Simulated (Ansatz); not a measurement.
# Stack of 2H-WSTe under Hf2CO2 MXene, shifted by a third of the diagonal in a perpendicular field, part 2 of 2

Wanted: the out-of-plane response of the stack of 2H-WSTe under Hf2CO2 MXene, shifted by a third of the diagonal. A positive field points along +c.

Ansatz 0.2.0; plane-wave DFT, PBE-D3(BJ), Ansatz PAW.

So far. Step 2 (Relaxing the slab): The lattice constant a goes from 3.327 to 3.281 Å.

## (3) Single point, field 0, start network

A sawtooth potential applies the field, turning back in the middle of the vacuum. With the dipole correction the typed value is the field outside the slab. The induced dipole is small, so the SCF threshold is tight.

The cell differs from the one that the last finished run ended in (c 54.217 → 28.778 Å).

The input, input.yaml:

```yaml
crystal:
  lattice:
    - [3.2814212578, 0.0, 0.0]
    - [-1.6407106289, 2.8417941698, 0.0]
    - [0.0, 0.0, 28.7778452404]
  atoms:
    - { symbol: Te, position: [0.3333333333, 0.6666666667, 0.3127405796] }
    - { symbol: W, position: [0.0, 0.0, 0.3801219153] }
    - { symbol: S, position: [0.3333333333, 0.6666666667, 0.4322489609] }
    - { symbol: O, position: [0.6666666667, 0.3333333333, 0.5276346112] }
    - { symbol: Hf, position: [0.0, 0.0, 0.5596252961] }
    - { symbol: C, position: [0.3333333333, 0.6666666667, 0.607314377] }
    - { symbol: Hf, position: [0.6666666667, 0.3333333333, 0.6550009306] }
    - { symbol: O, position: [0.0, 0.0, 0.6872594204] }
kpoints:
  mp_grid: { grid: [18, 18, 1] }
  band_path:
    path: [[0, 0, 0], [0.5, 0, 0], [0.33333333, 0.33333333, 0], [0, 0, 0]]
    npoints: 16
hamiltonian:
  xc: pbe
  dispersion: d3bj
scf:
  occupations: { method: fermi_dirac, width: 0.02585 }
  convergence: { dr2_threshold: 1.0e-10 }
efield:
  axis: 3
  dipole_correction: true
  ramp_position: 0.97
  ramp_width: 0.06
  amplitude: 0
output:
  dos: { projected: true, e_range: [-6, 5] }
  write_potential: true
  write_density: true
  volumetric_format: npy
  elf: true
```

The run is started by

```console
$ ansatz run input.yaml --threads 2 --pin off --max-ram 3072MiB --backend cpu --events-out ev --progress --plain --runs-dir out
```

Numbers of over 12 decimals in the logs are rounded to 6 here.

The log of the run:

```text
[...]
Crystal: 8 atoms, lattice volume = 268.357 Å³
Basis set: ecut = 420 eV, 5341 PW (Γ)
Bands: 63, of which v1, the nominal top of the filled ones, is band 52 counted from 1 (51 counted from 0)
Symmetry: 6 space group operations
[...]
k-points: 37 of 324 (time reversal used)
[...]
SCF iter   1: F=—  HF=-51105.089971 eV  |F-HF|=—  |Δ(HF+E_count)|=         —  Δρ=4.14e-3  dr2=7.08e-2  ethr=1.77e-3  p=-0.068 e·Å  D=-4.56e-2 V/Å  ΔV_dip=1.31 eV  dr2_dipole=1.06e-3  V_vac-E_F(+/−)=5.08/3.77 eV  ⟨swp⟩=8.1  Hψ=9955  notcnv=0  defer=10
efield: sawtooth ramp at fractional position 0.9700 (set: `efield.ramp_position`, or a place that a band, a saddle search or an elastic batch's reference lends), width 0.0600; the density the first Hamiltonian is built on has a dipole p = -0.068 e·Å; the dipole correction subtracts the counter field D = -4.56e-2 V/Å, which shifts the + side's vacuum level by +1.31 eV against the − side's; the planar-averaged density in the ramp window peaks in size at 3.3e-5 e/Å³
[...]
SCF iter   2: F=—  HF=-51105.089873 eV  |F-HF|=—  |Δ(HF+E_count)|=   9.80e-5  Δρ=2.22e-3  dr2=1.93e-2  ethr=6.81e-5  p=-0.062 e·Å  D=-4.20e-2 V/Å  ΔV_dip=1.21 eV  dr2_dipole=1.62e-3  V_vac-E_F(+/−)=4.97/3.76 eV  ⟨swp⟩=3.3  Hψ=4500  notcnv=0  defer=171
[...]
SCF iter  14: F=-51105.090150 eV  HF=-51105.090150 eV  |F-HF|=5.82e-11  |Δ(HF+E_count)|=  7.28e-11  Δρ=1.18e-7  dr2=5.45e-11  ethr=1.00e-12  p=-0.070 e·Å  D=-4.72e-2 V/Å  ΔV_dip=1.36 eV  dr2_dipole=3.07e-12  V_vac-E_F(+/−)=4.86/3.50 eV  ⟨swp⟩=14.3  Hψ=8700  notcnv=0
SCF 1 converged in 14 iterations: F = -51105.090150 eV  dr2 = 5.45e-11
[...]
NSCF: frozen V_eff on 49 k-points
efield: sawtooth ramp at fractional position 0.9700 (kept from the solve that this one continues, or follows in the run), width 0.0600; the density the first Hamiltonian is built on has a dipole p = -0.070 e·Å; the dipole correction subtracts the counter field D = -4.72e-2 V/Å, which shifts the + side's vacuum level by +1.36 eV against the − side's; the planar-averaged density in the ramp window peaks in size at 3.5e-6 e/Å³
[...]
SCF converged after 14 iterations
Free energy (F): -51105.090150 eV
[...]
Internal energy: -51105.090150 eV  (E = F + TS)
E sigma→0 (E₀):  -51105.090150 eV
Fermi energy:    4.885905 eV
Dipole field:    D = -0.047229 V/Å  (p = -0.070042 e·Å, saw-weighted, corrected)
Work function:   Φ+ = 4.8631 eV   Φ− = 3.5039 eV
Levels:          The Fermi level and band energies are counted from a zero that moves with the ramp; work functions are not
[...]
--- Band table (eV; the first three rows and the last of 37) ---
  k-point 0: bands = [... 48 lower, 3.3991, 4.2152, 4.4011, 4.4011, 6.6320, 6.6320, 6.9769, 6.9769, ... 7 higher]
  k-point 1: bands = [... 48 lower, 3.3503, 4.0800, 4.2254, 4.2762, 6.6509, 6.7874, 6.9182, 7.0154, ... 7 higher]
  k-point 2: bands = [... 48 lower, 3.2396, 3.4798, 3.9948, 4.1004, 6.4719, 6.7766, 7.0564, 7.1022, ... 7 higher]
  k-point 36: bands = [... 48 lower, 1.9734, 2.0094, 2.0212, 3.8489, 5.7108, 6.5673, 6.9717, 7.5940, ... 7 higher]
```

Wall time 2.4 min (2 threads of Intel Xeon at 2.50GHz (Skylake/Cascade Lake), shared host); peak memory 1 GiB; 4.6 min of CPU time.

Numbers from this step:

```
gap on the k-mesh                  : 1.026 eV
dipole along the normal            : -0.07004 e·Å
gap along the path                 : 1.007 eV
smallest direct gap along the path : 1.779 eV
step between the vacuum levels     : 1.359 eV
ionisation energy, upper face      : 5.348 eV
electron affinity, upper face      : 4.341 eV
ionisation energy, lower face      : 3.989 eV
gap, the smaller of path and mesh  : 1.007 eV
```

Running mean over a fixed 2.7 Å (it still follows the layers) of the planar mean; the ramp of the sawtooth is left out. Electron's electrostatic potential energy less the Fermi level against z:

z (Å), electron's electrostatic potential energy less the Fermi level (eV) and a bar from the least value:
```
        4        3.5 ###########################
        5        3.5 ###########################
        6        3.4 ###########################
        7        1.9 ########################
        8       -0.5 ####################
        9       -4.0 #############
       10       -8.5 ####
       11      -10.6 
       12       -9.0 ###
       13       -2.4 ################
       14       -0.8 ###################
       15       -5.1 ###########
       16       -9.3 ##
       17       -9.2 ###
       18       -9.2 ###
       19       -9.2 ###
       20       -4.7 ###########
       21        1.8 ########################
       22        4.7 ##############################
       23        4.9 ##############################
       24        4.9 ##############################
       25        4.9 ##############################
```

The density of states has structure finer than the step of the table below, so its rows give means over 0.25 eV, whole bins alone (the curve runs from -6 to 2.52 eV). Peaks (eV: height): -4.900: 16.0, -4.790: 18.2, -4.370: 12.6, -4.240: 11.0, -2.990: 10.5, 1.610: 10.3, 1.910: 14.4.

The density of states by energy, zero at the Fermi level of the run, which the smearing sets inside the gap; means over each step:

| energy (eV) | density of states (states/eV a cell) |
| --- | --- |
| -5.75 | 4.77 |
| -5.50 | 6.34 |
| -5.25 | 6.31 |
| -5.00 | 9.08 |
| -4.75 | 11.0 |
| -4.50 | 7.06 |
| -4.25 | 8.69 |
| -4.00 | 3.61 |
| -3.75 | 2.29 |
| -3.50 | 3.71 |
| -3.25 | 2.78 |
| -3.00 | 6.66 |
| -2.75 | 5.49 |
| -2.50 | 3.73 |
| -2.25 | 3.75 |
| -2.00 | 5.40 |
| -1.75 | 5.78 |
| -1.50 | 3.04 |
| -1.25 | 6.36 |
| -1.00 | 1.49 |
| -0.75 | 0.815 |
| -0.50 | 0.141 |
| -0.25 | 0 |
| 0.00 | 0 |
| 0.25 | 0 |
| 0.50 | 0.728 |
| 0.75 | 3.76 |
| 1.00 | 3.91 |
| 1.25 | 2.98 |
| 1.50 | 3.56 |
| 1.75 | 5.84 |
| 2.00 | 4.63 |
| 2.25 | 3.03 |

Projected DOS per atom over height of the atomic layer and energy from the Fermi level. Layers: Te W S O Hf C Hf O from below.

Ten even steps from '_' (0.00 states/eV) to '@' (2.82 states/eV), each cell a mean:
```
..==::__..__..__
..##::__..__..__
..**____::__::__
..--____::__::__
::++____..__..__
________________
________________
________________
________________
--##::____..____
__::__..__--__..
..--......**....
..::____..==..__
==::--....--....
==::::....--....
::----____..____
..--==__________
::--==**......##
::::::%%::..::@@
::::--%%--..::##
::..::++::__::++
......--..__..--
```
Columns: height of the atomic layer (Å) from 9 to 19.8 (not evenly spaced); rows upwards: energy from the Fermi level (eV) from -5.96 to 2.5.

Electronic bands along the path, in eV, zero at the Fermi level of the run, which the smearing sets inside the gap:

```csv
point,band 49,band 50,band 51,band 52,band 53,band 54,band 55,band 56
Γ,-1.49,-0.67,-0.48,-0.48,1.75,1.75,2.09,2.09
halfway,-1.69,-1.67,-1.54,-1.47,0.79,1.03,1.76,2.35
M,-1.98,-1.69,-1.65,-1.27,0.54,1.35,1.72,2.69
halfway,-2.99,-2.54,-2.18,-1.13,1.18,1.42,1.95,2.58
K,-2.91,-2.88,-2.86,-1.04,0.82,1.68,2.09,2.71
halfway,-2.49,-2.21,-1.68,-1.20,0.58,1.48,1.57,2.14
Γ,-1.49,-0.67,-0.48,-0.48,1.75,1.75,2.09,2.09
```

Electrostatic potential energy in the ca plane at fractional y = 0.667, with atoms of Te and S and C within 0.2 Å of it. With pseudopotentials it is smooth inside the atoms' cores, unlike the true potential.

Ten even steps from '0' (-30 eV) to '9' (9 eV), each cell a mean:
```
99999998888875457899999998754578886546789999
99999999888875457899999998754568886445789999
99999987767876567888999998765678887656889999
99999975444687777545899999877787778777899999
99999855896478885000489999988873137888999999
99999848999378882010289999989850006888999999
99999847998478883000389999988861017888999999
99999864664578886212699999888886468888899999
99999986546777677778999999876778887767899999
```
Columns run along c (16.0 Å, from fractional 0.20 to 0.76 of the cell; values clipped at the 3rd and 97th percentile), rows up along a (3.3 Å). Atoms in or near the plane, at fractional coordinates: Te at (0.31, 0.33), S at (0.43, 0.33), C at (0.61, 0.33).

Valence density in the ca plane at fractional y = 0.667, with atoms of Te and S and C within 0.2 Å of it. It is the smooth field of the valence electrons, not physical close to the nuclei.

Ten steps, logarithmic in the rise over the least value, from '0' (0 e/Å³) to '9' (14 e/Å³), each cell a mean:
```
00000000000000000112222234322110000123343222
00000000000000000011222234322110000123443211
00000000000000000122222233322221000122333222
00000000000000001234543222234432100011122333
00000000000000001368863222244444210001112345
00000000000000012479984222344244210000112455
00000000000000002379974222344344210000112455
00000000000000001346653222234443200011112344
00000000000000001123332223233322100112222223
```
Columns run along c (16.0 Å, from fractional 0.07 to 0.62 of the cell), rows up along a (3.3 Å). Atoms in or near the plane, at fractional coordinates: Te at (0.31, 0.33), S at (0.43, 0.33), C at (0.61, 0.33).

ELF in the ca plane at fractional y = 0.667, with atoms of Te and S and C within 0.2 Å of it. It is the smooth field of the valence electrons, not physical close to the nuclei.

Ten even steps from '0' (0.00) to '9' (0.92), each cell a mean:
```
00000000000000001234443223223321001453221123
00000000000000001123332123212210002553222112
00000000000000124555554222235654101343111245
00000000000001367764456422368888610121112578
00000000000013688741135522587589940000126876
00000000000014788620014422573059950000147851
00000000000014688630024422575269950000137863
00000000000002578753345522478889820011014788
00000000000000246765555322257876300232111367
```
Columns run along c (16.0 Å, from fractional 0.07 to 0.62 of the cell), rows up along a (3.3 Å). Atoms in or near the plane, at fractional coordinates: Te at (0.31, 0.33), S at (0.43, 0.33), C at (0.61, 0.33).

The gap is 1.01 eV, with the valence edge 5.35 eV and the conduction edge 4.34 eV under the upper vacuum level. Spin-orbit coupling, left out in this run, matters for the bands of elements this heavy.

## (4) Atoms held, field 0.1 V/Å

Changes to input.yaml since step 3:

```diff
@@ -28,7 +28,6 @@
   dipole_correction: true
-  ramp_position: 0.97
-  ramp_width: 0.06
-  amplitude: 0
+  ramp_position: 0.9486
+  ramp_width: 0.0833
+  amplitude: 0.1
 output:
-  dos: { projected: true, e_range: [-6, 5] }
   write_potential: true
@@ -36,2 +35 @@
   volumetric_format: npy
-  elf: true
```

The log of the run:

```text
[...]
Crystal: 8 atoms, lattice volume = 268.357 Å³
Basis set: ecut = 420 eV, 5341 PW (Γ)
Bands: 63, of which v1, the nominal top of the filled ones, is band 52 counted from 1 (51 counted from 0)
Symmetry: 6 space group operations
[...]
k-points: 37 of 324 (time reversal used)
[...]
k-point 0: bands = [... 48 lower, 3.3351, 4.1778, 4.4710, 4.4710, 6.7011, 6.7011, 6.9191, 6.9191, ... 7 higher]
  k-point 1: bands = [... 48 lower, 3.2862, 4.1054, 4.2317, 4.3460, 6.7189, 6.8558, 6.8632, 6.9583, ... 7 higher]
  k-point 2: bands = [... 48 lower, 3.2894, 3.5455, 4.0634, 4.0646, 6.5388, 6.7180, 6.9987, 7.0301, ... 7 higher]
  k-point 36: bands = [... 48 lower, 2.0419, 2.0723, 2.0992, 3.7832, 5.6472, 6.5030, 7.0403, 7.5289, ... 7 higher]
[key lines of the parts left out:]
SCF converged after 25 iterations
Free energy (F): -51105.086050 eV
Fermi energy:    4.890887 eV
Dipole field:    D = -0.008050 V/Å  (p = -0.011939 e·Å, saw-weighted, corrected)
```

Run time: 3.5 min. Hardware: 2 threads; peak memory 1 GiB; 6.8 min of CPU time.

The dipole is -0.0119 e·Å, 0.0581 e·Å from its value without field, and the gap 0.869 eV.

## (5) Atoms held, field -0.1 V/Å

Changes to input.yaml since step 4:

```diff
@@ -30,3 +30,3 @@
   ramp_width: 0.0833
-  amplitude: 0.1
+  amplitude: -0.1
 output:
```

The log of the run:

```text
[...]
Crystal: 8 atoms, lattice volume = 268.357 Å³
Basis set: ecut = 420 eV, 5341 PW (Γ)
Bands: 63, of which v1, the nominal top of the filled ones, is band 52 counted from 1 (51 counted from 0)
Symmetry: 6 space group operations
[...]
k-points: 37 of 324 (time reversal used)
[...]
k-point 0: bands = [... 48 lower, 3.4890, 4.2807, 4.3569, 4.3569, 6.5883, 6.5883, 6.9794, 7.0609, ... 7 higher]
  k-point 1: bands = [... 48 lower, 3.4404, 4.0514, 4.2320, 4.2764, 6.6075, 6.7437, 6.9874, 7.0311, ... 7 higher]
  k-point 2: bands = [... 48 lower, 3.3301, 3.4393, 3.9507, 4.1669, 6.4290, 6.8604, 7.0978, 7.1474, ... 7 higher]
  k-point 36: bands = [... 48 lower, 1.9433, 1.9694, 1.9726, 3.9405, 5.8003, 6.6574, 6.9285, 7.6851, ... 7 higher]
[key lines of the parts left out:]
SCF converged after 24 iterations
Free energy (F): -51105.100057 eV
Fermi energy:    4.859986 eV
Dipole field:    D = -0.086374 V/Å  (p = -0.128096 e·Å, saw-weighted, corrected)
```

Run time: 3.5 min. Hardware: 2 threads; peak memory 1 GiB; 6.9 min of CPU time.

The dipole is -0.128 e·Å, -0.0581 e·Å from its value without field, and the gap 1.026 eV.

## (6) Response, atoms held

This step: plane-wave DFT, PBE-D3(BJ), Ansatz PAW; response to a field along the normal, atoms held (Ansatz 0.2.0).

The dipoles give the slope, and the difference of two potentials shows where the field is screened.

Numbers from this step:

```yaml
equivalent_conductor_thickness_p_eps_0ae: 11.27 Å
distance_between_the_outer_atoms: 10.78 Å
```

Dipole of the cell against applied field:

| applied field (V/Å) | dipole of the cell (e·Å) |
| --- | --- |
| -0.1000 | -0.128 |
| 0.0000 | -0.0700 |
| 0.1000 | -0.0119 |

Local field over the applied field, running mean. From the potentials at -0.1 and 0.1 V/Å; running mean over 2.8 Å. Local field over applied field against z:

| z (Å) | local field over applied field |
| --- | --- |
| 4.5 | 0.996 |
| 5.0 | 0.989 |
| 5.5 | 0.970 |
| 6.0 | 0.925 |
| 6.5 | 0.833 |
| 7.0 | 0.692 |
| 7.5 | 0.534 |
| 8.0 | 0.371 |
| 8.5 | 0.219 |
| 9.0 | 0.107 |
| 9.5 | 0.0550 |
| 10.0 | 0.0380 |
| 10.5 | 0.0315 |
| 11.0 | 0.0400 |
| 11.5 | 0.0651 |
| 12.0 | 0.112 |
| 12.5 | 0.193 |
| 13.0 | 0.287 |
| 13.5 | 0.353 |
| 14.0 | 0.380 |
| 14.5 | 0.368 |
| 15.0 | 0.314 |
| 15.5 | 0.227 |
| 16.0 | 0.143 |
| 16.5 | 0.0912 |
| 17.0 | 0.0702 |
| 17.5 | 0.0699 |
| 18.0 | 0.0716 |
| 18.5 | 0.0973 |
| 19.0 | 0.157 |
| 19.5 | 0.265 |
| 20.0 | 0.403 |
| 20.5 | 0.554 |
| 21.0 | 0.707 |
| 21.5 | 0.837 |
| 22.0 | 0.931 |
| 22.5 | 0.976 |
| 23.0 | 0.992 |
| 23.5 | 0.998 |
| 24.0 | 0.999 |
| 24.5 | 1.000 |

Electrons, planar mean, per unit field. Induced electron density against z:

```
z (Å)  induced electron density (e/Å³ per V/Å)
  4.5                                   1.3e-5
  5.0                                   4.0e-5
  5.5                                   1.2e-4
  6.0                                   3.2e-4
  6.5                                   8.1e-4
  7.0                                  0.00186
  7.5                                  0.00328
  8.0                                  0.00298
  8.5                                   7.2e-4
  9.0                                   6.7e-4
  9.5                                   4.1e-4
 10.0                                  -6.6e-4
 10.5                                  -4.0e-4
 11.0                                   4.6e-4
 11.5                                   1.4e-4
 12.0                                  -5.2e-4
 12.5                                  -8.3e-4
 13.0                                 -0.00231
 13.5                                 -0.00242
 14.0                                   1.3e-4
 14.5                                  0.00242
 15.0                                  0.00127
 15.5                                  0.00137
 16.0                                  -6.1e-5
 16.5                                   3.3e-4
 17.0                                   4.9e-4
 17.5                                  -1.1e-5
 18.0                                  -5.7e-4
 18.5                                  -2.5e-4
 19.0                                   3.6e-5
 19.5                                 -0.00160
 20.0                                 -0.00159
 20.5                                 -0.00346
 21.0                                 -0.00200
 21.5                                  -7.8e-4
 22.0                                  -2.6e-4
 22.5                                  -8.1e-5
 23.0                                  -2.4e-5
 23.5                                  -6.7e-6
 24.0                                  -1.9e-6
 24.5                                  -5.4e-7
```

The smaller of the gaps on the path and on the k-mesh, counted as 0 under 0.03 eV. The gap by applied field:

| applied field (V/Å) | gap (eV) |
| --- | --- |
| -0.1000 | 1.03 |
| 0.0000 | 1.01 |
| 0.1000 | 0.869 |

By hand: between -0.1 and 0.1 V/Å the dipole changes by 0.1162 e·Å, a slope of 0.5808 e·Å²/V. A perfect conductor of thickness t has p = ε₀AEt, so t = 180.95 × 0.5808 / 9.325 = 11.27 Å (e/ε₀ = 180.95 V·Å, A in Å²).

The induced dipole is that of a conductor 11.27 Å thick.

## (7) Results

```json
{
 "gap without field": "1.01 eV",
 "ionisation energy, upper face": "5.35 eV",
 "electron affinity, upper face": "4.34 eV",
 "step between the vacuum levels": "1.36 eV",
 "equivalent conductor thickness, atoms held": "11.3 Å"
}
```

**Reading.** The induced dipole equals that of a perfect conductor 11.27 Å thick, while the outer atoms lie 10.78 Å apart; an out-of-plane ε follows only once a thickness t is chosen, by 1 − 1/ε = 11.27 Å / t. The two faces differ: the vacuum level above lies 1.36 eV higher than the one below. The gap goes from 1.01 eV to 1.03 eV at -0.1 V/Å. With the field reversed the gap is 0.87 eV at 0.1 V/Å. Semilocal functionals give gaps that are too small, and excitons are not included. Spin-orbit coupling is left out, which matters for the bands of elements this heavy. The MXene's terminations sit over the metal atoms of its far layer; the site over carbon or nitrogen, which some compounds prefer, was not run.

[Logs are printed without paths, hosts, clocks, repeated set-up lines and the standing remarks that a program may print on its own settings, such as how far it seeks lower states.]

[Hosts, paths, dates, database ids (printed as entryN), source tags and the programs' standing remarks are cut or masked in the printed files.]

[Maps of the electrostatic potential energy from Ansatz leave out the sawtooth potential of an applied field or a dipole correction, so their vacuum need not be flat; planar profiles and work functions include it.]

[The density of states shown here was stored with 400 of the rows of the run's finer table, so its peaks can read low, often by over a quarter, or be missed, and its means over a window can be off by a tenth or more.]
